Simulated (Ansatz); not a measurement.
# Li on Ta(110): change of the work function, part 4 of 4

Aim: the work function of Ta(110) at several coverages of Li (top site), and the dipole that each adsorbate carries.

Ansatz 0.2.0; plane-wave DFT, PBE-D3(BJ), Ansatz PAW.

So far, work function, upper face (eV): step 2 (the clean slab) 4.76; step 3 (adsorbate added, k-mesh 6×6×1, coverage 0.25 ML) 2.38; step 4 (adsorbate added, k-mesh 6×6×1, coverage 0.5 ML) 2.19; step 5 (the covered slab, k-mesh 11×11×1, coverage 1 ML) 3.64; step 7 (the slab at 0.25 ML, atoms frozen) 2.38.

**8. The substrate of the 0.25 ML cell alone**

System of this step: Li/Ta(110), substrate alone, atoms held. The cell holds 16 atoms: 16 Ta. Cell: a = 5.733 Å, b = 5.733 Å, c = 28.009 Å, α = 90.0°, β = 90.0°, γ = 70.5°. Vacuum lies along c.

The second part, atoms unmoved.

Contents of input.yaml:

```yaml
crystal:
  lattice:
    - [4.6810468914, -3.31, 0.0]
    - [4.6810468914, 3.31, 0.0]
    - [0.0, 0.0, 28.0091894206]
  atoms:
    - { symbol: Ta, position: [0.0, 0.0, 0.3213231152] }
    - { symbol: Ta, position: [0.25, 0.25, 0.4048858136] }
    - { symbol: Ta, position: [0.0005163985, 0.0005163985, 0.4876566481] }
    - { symbol: Ta, position: [0.25, 0.25, 0.5631144173] }
    - { symbol: Ta, position: [0.0, 0.5, 0.3213231152] }
    - { symbol: Ta, position: [0.25, 0.75, 0.4048858136] }
    - { symbol: Ta, position: [-0.0042285256, 0.5042285256, 0.4866231209] }
    - { symbol: Ta, position: [0.25, 0.75, 0.5690343118] }
    - { symbol: Ta, position: [0.5, 0.0, 0.3213231152] }
    - { symbol: Ta, position: [0.75, 0.25, 0.4048858136] }
    - { symbol: Ta, position: [0.5042285256, -0.0042285256, 0.4866231209] }
    - { symbol: Ta, position: [0.75, 0.25, 0.5690343118] }
    - { symbol: Ta, position: [0.5, 0.5, 0.3213231152] }
    - { symbol: Ta, position: [0.75, 0.75, 0.4048858136] }
    - { symbol: Ta, position: [0.4994836015, 0.4994836015, 0.4876566481] }
    - { symbol: Ta, position: [0.75, 0.75, 0.5698102861] }
kpoints:
  mp_grid: { grid: [6, 6, 1] }
hamiltonian:
  xc: pbe
  dispersion: d3bj
scf:
  occupations: { method: fermi_dirac, width: 0.1 }
  convergence: { dr2_threshold: 1.0e-08 }
efield:
  axis: 3
  dipole_correction: true
  ramp_position: 0.97
  ramp_width: 0.06
output:
  write_potential: true
  write_density: true
  volumetric_format: npy
```

On the command line:

```
ansatz run input.yaml --threads 4 --pin off --max-ram 6144MiB --backend cpu --events-out ev --progress --plain --runs-dir out
```

Numbers of over 12 decimals in the logs are rounded to 6 here.

Output:

```text
[...]
Crystal: 16 atoms, lattice volume = 867.964 Å³
Basis set: ecut = 420 eV, 17005 PW (Γ)
Bands: 125, of which v1, the nominal top of the filled ones, is band 104 counted from 1 (103 counted from 0)
Symmetry: 4 space group operations
[...]
k-points: 13 of 36
[...]
SCF iter   1: F=—  HF=-158914.827420 eV  |F-HF|=—  |Δ(HF+E_count)|=         —  Δρ=5.33e-3  dr2=5.08e0  ethr=1.77e-3  p=0.013 e·Å  D=2.72e-3 V/Å  ΔV_dip=-0.08 eV  dr2_dipole=9.71e-2  V_vac-E_F(+/−)=4.93/5.01 eV  ⟨swp⟩=11.1  Hψ=8388  notcnv=0
[...]
SCF iter   9: F=-158914.668275 eV  HF=-158914.668275 eV  |F-HF|=8.44e-10  |Δ(HF+E_count)|=   2.60e-8  Δρ=4.55e-7  dr2=4.26e-9  ethr=4.81e-12  p=0.013 e·Å  D=2.77e-3 V/Å  ΔV_dip=-0.08 eV  dr2_dipole=7.08e-11  V_vac-E_F(+/−)=4.75/4.82 eV  ⟨swp⟩=3.0  Hψ=3710  notcnv=0
SCF 1 converged in 9 iterations: F = -158914.668275 eV  dr2 = 4.26e-9
[...]
SCF converged after 9 iterations
Free energy (F): -158914.668275 eV
[...]
Internal energy: -158913.930645 eV  (E = F + TS)
E sigma→0 (E₀):  -158914.299460 eV
Entropy (-TS):   -0.737630 eV (-46.102 meV/atom)
Fermi energy:    3.163751 eV
Dipole field:    D = 0.002761 V/Å  (p = 0.013244 e·Å, saw-weighted, corrected)
Work function:   Φ+ = 4.7462 eV   Φ− = 4.8235 eV
[...]
--- Band table (eV; the first three rows and the last of 13) ---
  k-point 0: bands = [... 100 lower, 3.0534, 3.3162, 3.5188, 3.6144, 3.7836, 4.1073, 4.3834, 4.4120, ... 17 higher]
  k-point 1: bands = [... 100 lower, 3.0418, 3.1350, 3.2956, 3.5497, 3.7991, 3.8347, 3.9023, 4.0174, ... 17 higher]
  k-point 2: bands = [... 100 lower, 2.8361, 2.9371, 2.9960, 3.0208, 3.0727, 3.1256, 3.2193, 3.2953, ... 17 higher]
  k-point 12: bands = [... 100 lower, 3.2129, 3.2219, 3.2814, 3.2969, 3.3609, 3.3675, 3.3937, 3.4436, ... 17 higher]
```

Run time: 64 s. Hardware: 4 threads of Arm Neoverse V1, shared host; peak memory 2.9 GiB.

This step gave:

- energy at zero smearing: -158914.2995 eV
- work function, upper face: 4.746 eV
- work function, lower face: 4.824 eV
- dipole along the normal: 0.01324 e·Å
- step between the vacuum levels: -0.07735 eV

The work function of the upper face is 4.75 eV.

**9. The adsorbate layer of the 0.25 ML cell alone**

System of this step: Li/Ta(110), adsorbate layer alone, atoms held. The cell holds 1 atom: 1 Li. Its edges and angles: a = 5.733 Å, b = 5.733 Å, c = 28.009 Å, α = 90.0°, β = 90.0°, γ = 70.5°. Vacuum lies along c.

The third part; a free layer of atoms may carry a moment, so spin is on.

input.yaml, the sections that differ from step 8:

```yaml
crystal:
  lattice:
    - [4.6810468914, -3.31, 0.0]
    - [4.6810468914, 3.31, 0.0]
    - [0.0, 0.0, 28.0091894206]
  atoms:
    - { symbol: Li, position: [0.25, 0.25, 0.6563805031], spin: 1.0 }
magnetization:
  spin_polarized: true
# kpoints, hamiltonian, scf, efield, output: as in step 8
```

Output:

```text
[...]
Crystal: 1 atoms, lattice volume = 867.964 Å³
Basis set: ecut = 420 eV, 17005 PW (Γ)
Bands: 6, of which v1, the nominal top of the filled ones, is band 2 counted from 1 (1 counted from 0)
Symmetry: 4 space group operations
k-points: 13 of 36
[...]
Starting moments: Σ|m| = 1 μB on 1 of 1 site
[...]
SCF iter   7: F=—  HF=-203.190497 eV  |F-HF|=—  |Δ(HF+E_count)|=   1.32e-2  Δρ=1.86e-3 (↑1.85e-3 ↓1.86e-3)  dr2=5.75e-7  dr2_m=2.74e-2  M=0.320 μB ∫|m|=0.320 μB  β_m=1.16  ethr=4.00e-8  p=-0.000 e·Å  D=-3.06e-7 V/Å  ΔV_dip=0.00 eV  dr2_dipole=3.30e-12  V_vac-E_F(+/−)=2.97/2.97 eV  ⟨swp⟩=3.2  Hψ=285  notcnv=0
[...]
spin-set hold released at iteration 7 (site moments contracting): the magnetisation degrees of freedom join the quasi-Newton model from the next iteration; the mixer history was flushed
SCF iter   8: F=—  HF=-203.185147 eV  |F-HF|=—  |Δ(HF+E_count)|=   5.35e-3  Δρ=2.78e-4 (↑2.78e-4 ↓2.75e-4)  dr2=2.06e-5  dr2_m=6.07e-4  M=0.275 μB ∫|m|=0.275 μB  β_m=1.20  ethr=1.92e-8  p=0.000 e·Å  D=4.61e-8 V/Å  ΔV_dip=-0.00 eV  dr2_dipole=7.46e-13  V_vac-E_F(+/−)=2.98/2.98 eV  ⟨swp⟩=3.6  Hψ=289  notcnv=0  κ⁻¹=1.0e0(r=1)
density mixer auto → broyden: no gap read (density of states about μ 0.90 of a free-electron gas's, 8 screened modes)
SCF iter   9: F=—  HF=-203.197385 eV  |F-HF|=—  |Δ(HF+E_count)|=   1.22e-2  Δρ=7.35e-5 (↑7.35e-5 ↓5.64e-5)  dr2=3.69e-5  dr2_m=3.25e-5  M=0.239 μB ∫|m|=0.239 μB  β_m=1.20  ethr=1.92e-8  p=0.000 e·Å  D=1.92e-7 V/Å  ΔV_dip=-0.00 eV  dr2_dipole=4.50e-14  V_vac-E_F(+/−)=2.98/2.98 eV  ⟨swp⟩=3.2  Hψ=241  notcnv=0  κ⁻¹=1.7e-4(r=2)
[...]
SCF iter  21: F=-203.208385 eV  HF=-203.208385 eV  |F-HF|=2.46e-10  |Δ(HF+E_count)|=  7.48e-10  Δρ=4.10e-9 (↑4.10e-9 ↓2.19e-9)  dr2=6.63e-13  dr2_m=2.99e-14  M=0.000 μB ∫|m|=0.000 μB  ethr=1.00e-12  p=0.000 e·Å  D=1.86e-7 V/Å  ΔV_dip=-0.00 eV  dr2_dipole=3.00e-20  V_vac-E_F(+/−)=3.00/3.00 eV  ⟨swp⟩=2.4  Hψ=290  notcnv=0
SCF 1 converged in 21 iterations: F = -203.208385 eV  dr2 = 6.63e-13
[...]
WARN: the starting moments were not kept: the SCF closed with an absolute magnetisation of 5.0e-6 μB, where they sum to 1 μB in size (1 site). That is at most 0.1 of that sum. Measured as dr2_m measures the in/out step, that magnetisation stands 7.1e-13 eV from none, at or under the dr2_threshold of 1.0e-8 eV: it is no larger than a step whose dr2_m would equal this threshold. The system may hold no moment; this SCF  [...]
[...]
this state was not tested for a lower state beside it, because the mixer in use, unlike msr1, does not test its closes by its own steps (another_mixer; see scf.mixing.algorithm and scf.lower_state_search)
SCF converged after 21 iterations
Magnetization: 0.0000 μB (1.5000 up, 1.5000 down)
Absolute magnetization: 0.0000 μB (∫|ρ↑−ρ↓|, with the PAW one-centre terms)
[...]
Per-site moments (μB) at R_I (Å): [(3.867089558104358e-6, 2.364899)]
Free energy (F): -203.208385 eV
[...]
Internal energy: -203.149695 eV  (E = F + TS)
E sigma→0 (E₀):  -203.179040 eV
Entropy (-TS):   -0.058691 eV (-58.691 meV/atom)
Fermi energy:    -2.817581 eV
Dipole field:    D = 0.000000 V/Å  (p = 0.000001 e·Å, saw-weighted, corrected)
Work function:   Φ+ = 2.9992 eV   Φ− = 2.9992 eV
[...]
--- Band table (eV; the first three rows and the last of 26) ---
[...]
```

Wall time 9.8 s (4 threads); peak memory 0.89 GiB.

This step gave:

* energy at zero smearing: -203.1790 eV
* work function, upper face: 2.999 eV
* dipole along the normal: 8.90e-7 e·Å

At this spacing and smearing the free layer keeps no moment.

**10. Density difference at 0.25 ML**

This step: plane-wave DFT, PBE-D3(BJ), Ansatz PAW; density difference on adsorption (Ansatz 0.2.0).

The densities of the parts are taken from that of the whole and averaged over planes; the first moment of what is left gives the step in the potential.

This step gave:

```yaml
largest_charge_moved: 0.007931 e/Å²
potential_step_from_the_moved_charge: -2.338 eV
```

The electron density difference oscillates, so the rows of the table below give means over windows of 1 Å about each position, cut where the curve ends. Its maxima inside the range that stand out by 2 % of the span (Å: e/Å³): 8.5: 2.6e-4, 13.7: 5.7e-4, 15.8: 4.1e-4, 17.4: 0.0105. Its minima: 9.6: -2.2e-4, 15.3: -0.00125, 16.3: -0.00512, 19.3: -0.00481.

Planar mean, whole system less its parts. Electron density difference against z; means over each step:

```csv
z (Å),electron density difference (e/Å³)
4,-3.2e-7
5,-2.5e-6
6,-1.7e-5
7,-7.1e-5
8,7.1e-5
9,3.9e-5
10,-3.9e-5
11,-1.7e-5
12,7.3e-5
13,1.6e-5
14,-7.9e-6
15,-0.00107
16,-0.00192
17,0.00565
18,0.00520
19,-0.00341
20,-0.00327
21,-9.8e-4
22,-2.0e-4
23,-3.6e-5
24,-5.8e-6
25,-8.8e-7
```

Planar mean, whole system less its parts. Electrons moved below z against z:

z (Å), electrons moved below z (e/Å²) and a bar from the least value:
```
        4    0.00000 #####
        5    0.00000 #####
        6   -0.00001 #####
        7   -0.00005 #####
        8   -0.00011 #####
        9    0.00006 #####
       10   -0.00006 #####
       11    0.00000 #####
       12    0.00001 #####
       13    0.00002 #####
       14    0.00028 ######
       15   -0.00054 ###
       16   -0.00121 #
       17   -0.00152 
       18    0.00719 ##############################
       19    0.00651 ############################
       20    0.00224 #############
       21    0.00049 #######
       22    0.00009 ######
       23    0.00002 #####
       24    0.00000 #####
       25    0.00000 #####
       26    0.00000 #####
```

**11. The same run with other settings**

This step: plane-wave DFT, PBE-D3(BJ), Ansatz PAW (Ansatz 0.2.0).

System of this step: Li/Ta(110). The cell holds 5 atoms: 4 Ta and 1 Li. Its edges and angles: a = 2.867 Å, b = 2.867 Å, c = 28.009 Å, α = 90.0°, β = 90.0°, γ = 70.5°. Vacuum lies along c.

An input spoilt on purpose, to show how the run answers: it repeats the earlier run at 1 ML with efield.ramp_position from 0.97 to 0.463, and scf.max_iter set to 75.

Contents of input.yaml:

```yaml
crystal:
  lattice:
    - [2.3405234457, -1.655, 0.0]
    - [2.3405234457, 1.655, 0.0]
    - [0.0, 0.0, 28.0091894206]
  atoms:
    - { symbol: Ta, position: [0.0, 0.0, 0.3213231152] }
    - { symbol: Ta, position: [0.5, 0.5, 0.4048858136] }
    - { symbol: Ta, position: [0.0, 0.0, 0.4873171001] }
    - { symbol: Ta, position: [0.5, 0.5, 0.5669635484] }
    - { symbol: Li, position: [0.5, 0.5, 0.6786768848] }
kpoints:
  mp_grid: { grid: [11, 11, 1] }
hamiltonian:
  xc: pbe
  dispersion: d3bj
scf:
  occupations: { method: fermi_dirac, width: 0.1 }
  convergence: { dr2_threshold: 1.0e-08 }
  max_iter: 75
efield:
  axis: 3
  dipole_correction: true
  ramp_position: 0.463
  ramp_width: 0.06
relax:
  f_tol: 0.02
  max_steps: 60
  constraints: [{ sites: [0, 1] }]
output:
  bader: true
  write_potential: true
  write_density: true
  volumetric_format: npy
```

Output:

```text
The last accepted step is kept in <dir> (removed where the run ends without a failure and the disk answers)
Engine: ansatz 0.2.0, aarch64-unknown-linux-gnu
Pseudopotentials: kind: paw
Pseudopotential: Ta, paw, valence charge 13, recommended cutoff 420 eV (normal), Ta.paw.azcp
Pseudopotential: Li, paw, valence charge 3, recommended cutoff 420 eV (normal), Li.paw.azcp
Functional definition: PBE
  parameter kappa = 0.804
  parameter beta = 0.066725
  exchange = pbe_x(kappa = kappa, mu = beta*pi^2/3)
  correlation = pbe_c(beta = beta)
Crystal: 5 atoms, lattice volume = 216.991 Å³
Basis set: ecut = 420 eV, 4247 PW (Γ), exchange–correlation on 40×40×384 points (8 copies of the dense FFT grid, shifted against one another)
Bands: 33, of which v1, the nominal top of the filled ones, is band 28 counted from 1 (27 counted from 0)
Symmetry: 4 space group operations
Space group: Cmm2 (ITA 35), of the structure as read, at distance tolerance 6.0e-5 Å
k-points: 36 of 121
Non-local potential: Ta, projectors of the file, l = 0: 3, l = 1: 2, l = 2: 2, l = 3: 1
Non-local potential: Li, projectors of the file, l = 0: 3, l = 1: 2, l = 2: 1
PAW form: soft (Blöchl's): semilocal exchange-correlation on the pseudo side does not see the compensation charge
PAW one-centre angular grid: Ta, 590 points (default); XC on 64 Gauss nodes
PAW one-centre angular grid: Li, 110 points (default); XC on 64 Gauss nodes
Initial density: superposition of atomic densities (neutral atoms: chi_scale 0, normalization atom), corrected by the library's trained network
Initial wavefunctions: pseudopotential atomic-orbital guess
Functional: x = pbe(κ = 0.804, μ = 0.219515), c = pbe(β = 0.066725)
Error: efield: ion 2 (Ta) at fractional coordinate 0.4873 along the field axis lies inside the sawtooth ramp with 2 of the planes that the density is read on at each end, [0.4526, 0.5334] — the ramp must sit in vacuum (an ion there feels the fictitious reversed slope); set or move the ramp (efield.ramp_position / ramp_width) or move the geometry
```

It took 0.2 s on 4 threads; peak memory 0.33 GiB.

The input was rejected at the start.

The program's message: “Error: efield: ion 2 (Ta) at fractional coordinate 0.4873 along the field axis lies inside the sawtooth ramp with 2 of the planes that the density is read on at each end, [0.4526, 0.5334] — the ramp m …”

The fault put into the input: the ramp among the atoms.

**12. Outcome**

| Quantity | Value |
| --- | --- |
| work function of the clean face | 4.76 eV |
| work function at 0.25 ML | 2.38 eV |
| work function at 0.5 ML | 2.19 eV |
| work function at 1 ML | 3.64 eV |
| dipole per adsorbate at 0.25 ML, positive end outwards | 1.93 D |
| step of the potential from the moved charge at 0.25 ML, upper less lower side, atoms held | -2.34 eV |

What this shows: Li lowers the work function of Ta(110) at the lowest coverage, by 2.37 eV: the adsorbate layer has its positive end outwards. The dipole per adsorbate falls from 1.93 to 0.23 D as the layer fills. Neighbouring dipoles depolarise each other, and heights and bonding change with coverage too. The work function passes a minimum near 0.5 ML among the coverages run and rises again. The slab has 4 layers, at the tabulated experimental lattice constant, one starting site was run, and quantum-size effects of a slab this thin can reach one or two tenths of an eV.

[Logs are printed without paths, hosts, clocks, repeated set-up lines and the standing remarks that a program may print on its own settings, such as how far it seeks lower states.]

[Hosts, paths, dates, database ids (printed as entryN), source tags and the programs' standing remarks are cut or masked in the printed files.]

[Maps of the electrostatic potential energy from Ansatz leave out the sawtooth potential of an applied field or a dipole correction, so their vacuum need not be flat; planar profiles and work functions include it.]
